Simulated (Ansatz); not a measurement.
**A hypothetical structure for TaBr3**

Starting from a made-up structure for TaBr3, the aim is the relaxed cell, its shortest contacts and, where a second run follows, its electronic structure.

Method: DFT, PBEsol, plane-wave PAW, files of the set soft_1, scalar-relativistic, no spin, cell and ions relaxed at zero pressure; PAW set soft_1, in the first sound run; inputs show where later runs differ, in Ansatz 0.2.0.

## 1. The starting structure

The structure is cubic, space group Pm-3m (No. 221). Conventional cell: a = 5.295 Å, b = 5.295 Å, c = 5.295 Å, α = 90.00°, β = 90.00°, γ = 90.00°. Ta has 6 Br at 2.65 Å nearest. Br has 2 Ta at 2.65 Å nearest. Farther neighbours and most contacts between anions are not listed.

## 2. Relaxation of the guess

The guessed cell has no reason to be at equilibrium. It is relaxed with the atoms, within the space group of the guess.

input.yaml

```yaml
crystal:
  lattice:
    - [5.295, 0.0, 0.0]
    - [0.0, 5.295, 0.0]
    - [0.0, 0.0, 5.295]
  atoms:
    - { symbol: Ta, position: [0.0, 0.0, 0.0] }
    - { symbol: Br, position: [0.0, 0.0, 0.5] }
    - { symbol: Br, position: [0.0, 0.5, 0.0] }
    - { symbol: Br, position: [0.5, 0.0, 0.0] }
kpoints:
  mp_grid: { grid: [5, 5, 5] }
scf:
  occupations: { method: fermi_dirac, width: 0.05 }
hamiltonian:
  xc: pbesol
  pseudopotentials: { kind: paw, azcp: { folder: soft_1 }, xc_functional: pbe }
relax:
  f_tol: 0.015
  max_steps: 70
  cell: {}
output:
  forces: true
  stress: true
```

Command:

```
> ansatz run input.yaml --threads 4 --pin off --max-ram 8192MiB --backend cpu --events-out ev --progress --plain --runs-dir out
```

Numbers of over 12 decimals in the logs are rounded to 6 here.

Log:

```text
Engine: ansatz 0.2.0, x86_64-unknown-linux-gnu
Pseudopotentials: kind: paw
Pseudopotential: Ta, paw, valence charge 13, recommended cutoff 420 eV (normal), soft_1/Ta.paw.azcp
Pseudopotential: Br, paw, valence charge 7, recommended cutoff 420 eV (normal), soft_1/Br.paw.azcp
Functional definition: PBEsol
  exchange = pbesol_x
  correlation = pbesol_c
Crystal: 4 atoms, lattice volume = 148.456 Å³
Basis set: ecut = 420 eV, 2945 PW (Γ), exchange–correlation on 72×72×72 points (8 copies of the dense FFT grid, shifted against one another)
Bands: 21, of which v1, the nominal top of the filled ones, is band 17 counted from 1 (16 counted from 0)
Symmetry: 48 space group operations
Space group: Pm-3m (ITA 221), of the structure as read, at distance tolerance 5.3e-5 Å
k-points: 10 of 125
Non-local potential: Ta, projectors of the file, l = 0: 3, l = 1: 2, l = 2: 2, l = 3: 1
Non-local potential: Br, projectors of the file, l = 0: 2, l = 1: 2, l = 2: 2
PAW form: soft (Blöchl's): semilocal exchange-correlation on the pseudo side does not see the compensation charge
PAW frozen core: Ta, regenerated for the run's functional, and the local potential with it (the file was generated under x = pbe(κ = 0.804, μ = 0.219515), c = pbe(β = 0.066725))
PAW frozen core: Br, regenerated for the run's functional, and the local potential with it (the file was generated under x = pbe(κ = 0.804, μ = 0.219515), c = pbe(β = 0.066725))
PAW one-centre angular grid: Ta, 590 points (default); XC on 64 Gauss nodes
PAW one-centre angular grid: Br, 110 points (default); XC on 64 Gauss nodes
Initial density: superposition of atomic densities (chi_scale 0.1, normalization cell, long waves kept (reshape's long-wave potential 0.01 eV rms))
Initial wavefunctions: pseudopotential atomic-orbital guess
Functional: x = pbesol(κ = 0.804, μ = 0.123457), c = pbesol(β = 0.046)
SCF iter   1: F=—  HF=-18019.882980 eV  |F-HF|=—  |Δ(HF+E_count)|=         —  Δρ=4.78e-2  dr2=8.56e0  ethr=3.10e-3  ⟨swp⟩=6.4  Hψ=2278  notcnv=0
automatic band count: the SCF goes on with 25 bands, as 21 were too few: the levels above may hold too much charge
preconditioner: auto → LDOS  [metal: Δε(μ)=0.063 eV  Ē_g=9.468 eV  σ=0.050 eV  W_gap=0.31  n_scr=26 (ndim 8)  ℏωp=15.5 eV  f_vac=0.193  D(μ)=5.19/eV (n_scr^D=32)  β→1.0]
SCF iter   2: F=—  HF=-18018.569003 eV  |F-HF|=—  |Δ(HF+E_count)|=    1.31e0  Δρ=2.05e-2  dr2=1.28e0  ethr=3.10e-3  ⟨swp⟩=2.9  Hψ=514  notcnv=0  defer=11
SCF iter   3: F=—  HF=-18018.342990 eV  |F-HF|=—  |Δ(HF+E_count)|=   2.26e-1  Δρ=8.92e-3  dr2=2.82e-1  ethr=3.10e-3  ⟨swp⟩=2.0  Hψ=352  notcnv=0  defer=11
SCF iter   4: F=—  HF=-18018.282976 eV  |F-HF|=—  |Δ(HF+E_count)|=   6.00e-2  Δρ=2.03e-3  dr2=1.44e-2  ethr=8.28e-4  ⟨swp⟩=2.3  Hψ=405  notcnv=0  defer=11
SCF iter   5: F=—  HF=-18018.279115 eV  |F-HF|=—  |Δ(HF+E_count)|=   3.86e-3  Δρ=3.83e-4  dr2=3.65e-4  ethr=4.23e-5  ⟨swp⟩=2.3  Hψ=445  notcnv=0  defer=11
SCF iter   6: F=—  HF=-18018.279068 eV  |F-HF|=—  |Δ(HF+E_count)|=   4.73e-5  Δρ=5.07e-5  dr2=4.67e-6  ethr=1.07e-6  ⟨swp⟩=2.2  Hψ=371  notcnv=0  defer=11
SCF iter   7: F=—  HF=-18018.278999 eV  |F-HF|=—  |Δ(HF+E_count)|=   6.89e-5  Δρ=1.08e-5  dr2=3.06e-7  ethr=1.37e-8  ⟨swp⟩=2.3  Hψ=423  notcnv=0  defer=11
SCF iter   8: F=-18018.278999 eV  HF=-18018.278999 eV  |F-HF|=9.09e-11  |Δ(HF+E_count)|=   5.09e-8  Δρ=1.11e-6  dr2=1.72e-9  ethr=2.94e-10  ⟨swp⟩=4.9  Hψ=800  notcnv=0
SCF 1 converged in 8 iterations: F = -18018.278999 eV  dr2 = 1.72e-9
  greatest PAW one-centre occupation: 0.999 electrons in one spin orbital (limit 2), on the Ta atom at site 0 (counted from 0), in its partial waves of l = 0
relax step   1: F+E_penalty+E_count = -18018.27899924 eV  Δ(F+E_penalty+E_count) = +0.000e0 eV  max|allowed force component| = 1.939e-30 eV/Å  Δτ_max = 0.0000 Å  P = -5.210 GPa  Ω = 148.456 Å³  (8 SCF iters, dr2 threshold 1.00e-7 eV, accepted)
Crystal: 4 atoms, lattice volume = 127.805 Å³
Basis set: ecut = 420 eV, 2517 PW (Γ), exchange–correlation on 72×72×72 points (8 copies of the dense FFT grid, shifted against one another)
Bands: 25, of which v1, the nominal top of the filled ones, is band 17 counted from 1 (16 counted from 0)
Initial density: handed on by an earlier stage of this run
Initial wavefunctions: those handed on with the density
iter 1 solved again at ethr=1.18e-3 eV; its pass at ethr=3.10e-3 eV (dr2=4.00e-1 eV) is discarded
SCF iter   1: F=—  HF=-18018.707195 eV  |F-HF|=—  |Δ(HF+E_count)|=         —  Δρ=9.93e-3  dr2=4.02e-1  ethr=1.18e-3  ⟨swp⟩=1.5  Hψ=1442  notcnv=0
preconditioner: auto → LDOS  [insulator: Δε(μ)=0.505 eV  Ē_g=10.797 eV  σ=0.050 eV  W_gap=0.65  n_scr=26 (ndim 8)  ℏωp=16.7 eV  f_vac=0.178  D(μ)=2.40/eV (n_scr^D=18)  ε∞_Penn≈3.4  β→1.0]
SCF iter   2: F=—  HF=-18018.594438 eV  |F-HF|=—  |Δ(HF+E_count)|=   1.13e-1  Δρ=4.27e-3  dr2=2.24e-2  ethr=1.18e-3  ⟨swp⟩=2.5  Hψ=420  notcnv=0
SCF iter   3: F=—  HF=-18018.590990 eV  |F-HF|=—  |Δ(HF+E_count)|=   3.45e-3  Δρ=1.34e-3  dr2=3.93e-3  ethr=6.60e-5  ⟨swp⟩=2.4  Hψ=504  notcnv=0  defer=11
SCF iter   4: F=—  HF=-18018.590268 eV  |F-HF|=—  |Δ(HF+E_count)|=   7.22e-4  Δρ=2.31e-4  dr2=9.95e-5  ethr=1.16e-5  ⟨swp⟩=2.5  Hψ=404  notcnv=0  defer=11
SCF iter   5: F=—  HF=-18018.590146 eV  |F-HF|=—  |Δ(HF+E_count)|=   1.22e-4  Δρ=3.96e-5  dr2=9.84e-7  ethr=2.93e-7  ⟨swp⟩=2.0  Hψ=395  notcnv=0  defer=11
SCF iter   6: F=-18018.590147 eV  HF=-18018.590147 eV  |F-HF|=1.17e-8  |Δ(HF+E_count)|=   7.51e-7  Δρ=3.76e-6  dr2=1.33e-8  ethr=1.18e-9  ⟨swp⟩=5.0  Hψ=848  notcnv=0
SCF 2 converged in 6 iterations: F = -18018.590147 eV  dr2 = 1.33e-8
relax step   2: F+E_penalty+E_count = -18018.59014686 eV  Δ(F+E_penalty+E_count) = -3.111e-1 eV  max|allowed force component| = 3.862e-31 eV/Å  Δτ_max = 0.0000 Å  P = +1.417 GPa  Ω = 127.805 Å³  energy of the carried Pulay correction = +1.206e-3 eV  (6 SCF iters, dr2 threshold 4.00e-7 eV, accepted)
Crystal: 4 atoms, lattice volume = 131.720 Å³
Basis set: ecut = 420 eV, 2553 PW (Γ), exchange–correlation on 72×72×72 points (8 copies of the dense FFT grid, shifted against one another)
iter 1 solved again at ethr=5.68e-5 eV; its pass at ethr=3.10e-3 eV (dr2=1.93e-2 eV) is discarded
SCF iter   1: F=—  HF=-18018.608298 eV  |F-HF|=—  |Δ(HF+E_count)|=         —  Δρ=2.10e-3  dr2=1.91e-2  ethr=5.68e-5  ⟨swp⟩=1.8  Hψ=1299  notcnv=0
preconditioner: auto → LDOS  [insulator: Δε(μ)=0.596 eV  Ē_g=10.787 eV  σ=0.050 eV  W_gap=0.66  n_scr=26 (ndim 8)  ℏωp=16.5 eV  f_vac=0.198  D(μ)=2.43/eV (n_scr^D=18)  ε∞_Penn≈3.3  β→1.0]
SCF iter   2: F=—  HF=-18018.602594 eV  |F-HF|=—  |Δ(HF+E_count)|=   5.70e-3  Δρ=9.31e-4  dr2=1.07e-3  ethr=5.62e-5  ⟨swp⟩=2.7  Hψ=425  notcnv=0
SCF iter   3: F=—  HF=-18018.602427 eV  |F-HF|=—  |Δ(HF+E_count)|=   1.67e-4  Δρ=2.98e-4  dr2=1.97e-4  ethr=3.14e-6  ⟨swp⟩=2.7  Hψ=416  notcnv=0
SCF iter   4: F=—  HF=-18018.602293 eV  |F-HF|=—  |Δ(HF+E_count)|=   1.34e-4  Δρ=4.60e-5  dr2=3.61e-6  ethr=5.79e-7  ⟨swp⟩=2.9  Hψ=360  notcnv=0
SCF iter   5: F=-18018.602292 eV  HF=-18018.602292 eV  |F-HF|=7.49e-9  |Δ(HF+E_count)|=   9.35e-7  Δρ=9.91e-6  dr2=7.15e-8  ethr=1.18e-9  ⟨swp⟩=5.3  Hψ=922  notcnv=0
SCF 3 converged in 5 iterations: F = -18018.602292 eV  dr2 = 7.15e-8
relax step   3: F+E_penalty+E_count = -18018.60229169 eV  Δ(F+E_penalty+E_count) = -1.214e-2 eV  max|allowed force component| = 3.410e-31 eV/Å  Δτ_max = 0.0000 Å  P = -0.352 GPa  Ω = 131.720 Å³  energy of the carried Pulay correction = +9.634e-4 eV  (5 SCF iters, dr2 threshold 4.00e-7 eV, accepted)
Crystal: 4 atoms, lattice volume = 130.923 Å³
iter 1 solved again at ethr=2.20e-6 eV; its pass at ethr=3.10e-3 eV (dr2=7.48e-4 eV) is discarded
SCF iter   1: F=—  HF=-18018.603585 eV  |F-HF|=—  |Δ(HF+E_count)|=         —  Δρ=4.20e-4  dr2=7.58e-4  ethr=2.20e-6  ⟨swp⟩=2.3  Hψ=1227  notcnv=0
preconditioner: auto → LDOS  [insulator: Δε(μ)=0.576 eV  Ē_g=10.786 eV  σ=0.050 eV  W_gap=0.66  n_scr=26 (ndim 8)  ℏωp=16.5 eV  f_vac=0.195  D(μ)=2.42/eV (n_scr^D=18)  ε∞_Penn≈3.4  β→1.0]
SCF iter   2: F=—  HF=-18018.603361 eV  |F-HF|=—  |Δ(HF+E_count)|=   2.24e-4  Δρ=1.83e-4  dr2=4.00e-5  ethr=2.20e-6  ⟨swp⟩=2.9  Hψ=367  notcnv=0
SCF iter   3: F=—  HF=-18018.603261 eV  |F-HF|=—  |Δ(HF+E_count)|=   9.98e-5  Δρ=5.66e-5  dr2=7.66e-6  ethr=1.18e-7  ⟨swp⟩=2.7  Hψ=403  notcnv=0
SCF iter   4: F=-18018.603260 eV  HF=-18018.603260 eV  |F-HF|=7.79e-8  |Δ(HF+E_count)|=   1.44e-6  Δρ=8.32e-6  dr2=1.15e-7  ethr=9.09e-10  ⟨swp⟩=3.8  Hψ=1025  notcnv=0
SCF 4 converged in 4 iterations: F = -18018.603260 eV  dr2 = 1.15e-7
relax step   4: F+E_penalty+E_count = -18018.60325959 eV  Δ(F+E_penalty+E_count) = -9.679e-4 eV  max|allowed force component| = 5.999e-31 eV/Å  Δτ_max = 0.0000 Å  P = -0.016 GPa  Ω = 130.923 Å³  energy of the carried Pulay correction = +1.012e-3 eV  (4 SCF iters, dr2 threshold 3.09e-7 eV, accepted)
Initial wavefunctions: pseudopotential atomic-orbital guess (no wavefunctions were taken with the density)
iter 1 solved again at ethr=3.65e-7 eV; its pass at ethr=3.10e-3 eV (dr2=1.24e-4 eV) is discarded
SCF iter   1: F=—  HF=-18018.602220 eV  |F-HF|=—  |Δ(HF+E_count)|=         —  Δρ=8.98e-5  dr2=1.33e-6  ethr=3.65e-7  ⟨swp⟩=3.3  Hψ=1983  notcnv=0
preconditioner: auto → LDOS  [insulator: Δε(μ)=0.581 eV  Ē_g=10.792 eV  σ=0.050 eV  W_gap=0.66  n_scr=26 (ndim 8)  ℏωp=16.5 eV  f_vac=0.196  D(μ)=2.42/eV (n_scr^D=18)  ε∞_Penn≈3.4  β→1.0]
SCF iter   2: F=—  HF=-18018.602132 eV  |F-HF|=—  |Δ(HF+E_count)|=   8.77e-5  Δρ=8.67e-6  dr2=6.86e-8  ethr=3.91e-9  ⟨swp⟩=2.0  Hψ=425  notcnv=0
SCF iter   3: F=—  HF=-18018.602132 eV  |F-HF|=—  |Δ(HF+E_count)|=   1.88e-8  Δρ=2.45e-6  dr2=9.51e-9  ethr=2.02e-10  ⟨swp⟩=2.0  Hψ=420  notcnv=0
SCF iter   4: F=—  HF=-18018.602132 eV  |F-HF|=—  |Δ(HF+E_count)|=   3.23e-9  Δρ=8.00e-7  dr2=1.25e-9  ethr=2.80e-11  ⟨swp⟩=2.6  Hψ=422  notcnv=0
SCF iter   5: F=—  HF=-18018.602132 eV  |F-HF|=—  |Δ(HF+E_count)|=  1.78e-10  Δρ=2.57e-7  dr2=7.91e-11  ethr=3.69e-12  ⟨swp⟩=2.5  Hψ=355  notcnv=0
SCF iter   6: F=-18018.602132 eV  HF=-18018.602132 eV  |F-HF|=3.64e-12  |Δ(HF+E_count)|=  1.46e-11  Δρ=3.16e-8  dr2=1.99e-12  ethr=1.00e-12  ⟨swp⟩=4.8  Hψ=807  notcnv=0
SCF 5 converged in 6 iterations: F = -18018.602132 eV  dr2 = 1.99e-12
relax step   5: F+E_penalty+E_count = -18018.60213187 eV  Δ(F+E_penalty+E_count) = +1.128e-3 eV  max|allowed force component| = 3.102e-31 eV/Å  Δτ_max = 0.0000 Å  P = -0.014 GPa  Ω = 130.923 Å³  stress off target by 1.44e-2 GPa  SCF on the basis re-selected at this cell (its energy is not comparable with the rows above)  (6 SCF iters)
basis re-selected at this cell: Δ(F+E_penalty+E_count) = +1.128e-3 eV, ΔP = +0.002 GPa vs the last step (what re-selecting the basis moved, of the pressure what is left beyond the Pulay correction that the steps carried, after the strain that the cell walked since its last selection, with what the two solves' SCF thresholds leave and, on support functions, any second-order correction that the steps lacked; it is no m [...]
SCF converged after 6 iterations
Free energy (F): -18018.602132 eV
Harris-Foulkes:  -18018.602132 eV  (|F-HF|=3.64e-12)
Internal energy: -18018.582712 eV  (E = F + TS)
E sigma→0 (E₀):  -18018.592422 eV
Entropy (-TS):   -0.019419 eV (-4.855 meV/atom)
Fermi energy:    5.309850 eV
--- Per-component energies (eV) ---
  E_band       = -360.136137
  E_kinetic    = 790.580743
  E_local      = -2337.719690  (includes V_loc(G=0)·N_el)
  E_nonlocal   = 147.280767
  E_hartree    = 860.248303
  E_xc         = -902.626446
  E_vxc        = -559.480012  (∫ρ·V_xc dr)
  E_paw        = -14988.451582  (= ΣΔE_a)
  E_vpaw       = -121.294593  (= ΣTr[D̂ρ^β])
  E_aug_tail   = 0.000097  (compensation charges beyond the density's cutoff)
  E_ewald      = -1588.385430
  E_core_change = 0.490526  (= ΣΔE_core)
  E_smearing   = -0.019419  (= −TS)
  E_closure    = 0.000000  (closes the sum)
  Σ components = -18018.602132   (vs F -18018.602132, Δ=0.00e0)
--- Forces (eV/Å), atoms counted from 1 ---
  atom   1  Ta     0.00000000    -0.00000000    -0.00000000
  atom   2  Br    -0.00000000     0.00000000     0.00000000
  atom   3  Br     0.00000000     0.00000000     0.00000000
  atom   4  Br     0.00000000     0.00000000     0.00000000
  max |Σ_I F_I| component: 2.88e-31 eV/Å
--- Stress (GPa, compression-positive) ---
       -0.014425       0.000000       0.000000
        0.000000      -0.014425      -0.000000
        0.000000      -0.000000      -0.014425
  P = ⅓ Tr σ = -0.0144 GPa (-0.144 kbar)
--- Relaxed structure (4 steps of the walk, 4 accepted, 1 SCFs on fresh bases) ---
  F+E_penalty+E_count = -18018.60213187 eV   max|allowed force component| = 3.102e-31 eV/Å   (the final SCF, on the basis selected at the relaxed cell)
  cell:  # Å, volume = 130.9227 Å³
    - [5.077755, 0, 0]
    - [0, 5.077755, 0.0]
    - [0, 0.0, 5.077755]
  atoms:
    - { symbol: Ta, position: [0, 0, 0] }
    - { symbol: Br, position: [0, 0, 0.5] }
    - { symbol: Br, position: [0, 0.5, 0] }
    - { symbol: Br, position: [0.5, 0, 0] }
```

The job ended after 2.6 s (4 threads of AMD EPYC 7B13 (Zen 3), shared host; peak memory 0.49 GiB).

The steps of the relaxation:

| step | energy less that of the first step (eV) | largest force component (eV/Å) | pressure (GPa) | volume (Å³) |
| --- | --- | --- | --- | --- |
| 1 | 0.0000 | 0.0000 | -5.21 | 148.46 |
| 2 | -0.3111 | 0.0000 | 1.42 | 127.80 |
| 3 | -0.3233 | 0.0000 | -0.35 | 131.72 |
| 4 | -0.3243 | 0.0000 | -0.02 | 130.92 |
| 5* | -0.3231 | 0.0000 | -0.01 | 130.92 |

Relaxation steps marked * repeat the geometry before them on a plane-wave basis chosen anew for their cell, so energy and pressure can jump there.

The run keeps the 48 symmetry operations that it works with, so distortions that break them were not tested.

| conventional cell, symmetrised | before | after | change |
| --- | --- | --- | --- |
| a (Å) | 5.295 | 5.078 | -4.1 % |
| b (Å) | 5.295 | 5.078 | -4.1 % |
| c (Å) | 5.295 | 5.078 | -4.1 % |
| volume (Å³/atom) | 37.11 | 32.73 | -11.8 % |

Numbers from this step:

```
free energy             : -18018.6021 eV
energy at zero smearing : -18018.5924 eV
smearing term TS        : 0.01942 eV
Fermi energy            : 5.310 eV
electrons               : 34
symmetry operations     : 48
pressure                : -0.01443 GPa
```

Shortest distances by pair of elements, guess and relaxed (not always the same contact):

| pair | guess (Å) | relaxed (Å) |
| --- | --- | --- |
| Br–Ta | 2.647 | 2.539 |
| Br–Br | 3.744 | 3.591 |
| Ta–Ta | 5.295 | 5.078 |

The relaxation ends with a pressure of -0.01 GPa.

(Continued in part 2 of 2.)

[Logs are printed without paths, hosts, clocks, repeated set-up lines and the standing remarks that a program may print on its own settings, such as how far it seeks lower states.]

[Hosts, paths, dates, database ids (printed as entryN), source tags and the programs' standing remarks are cut or masked in the printed files.]
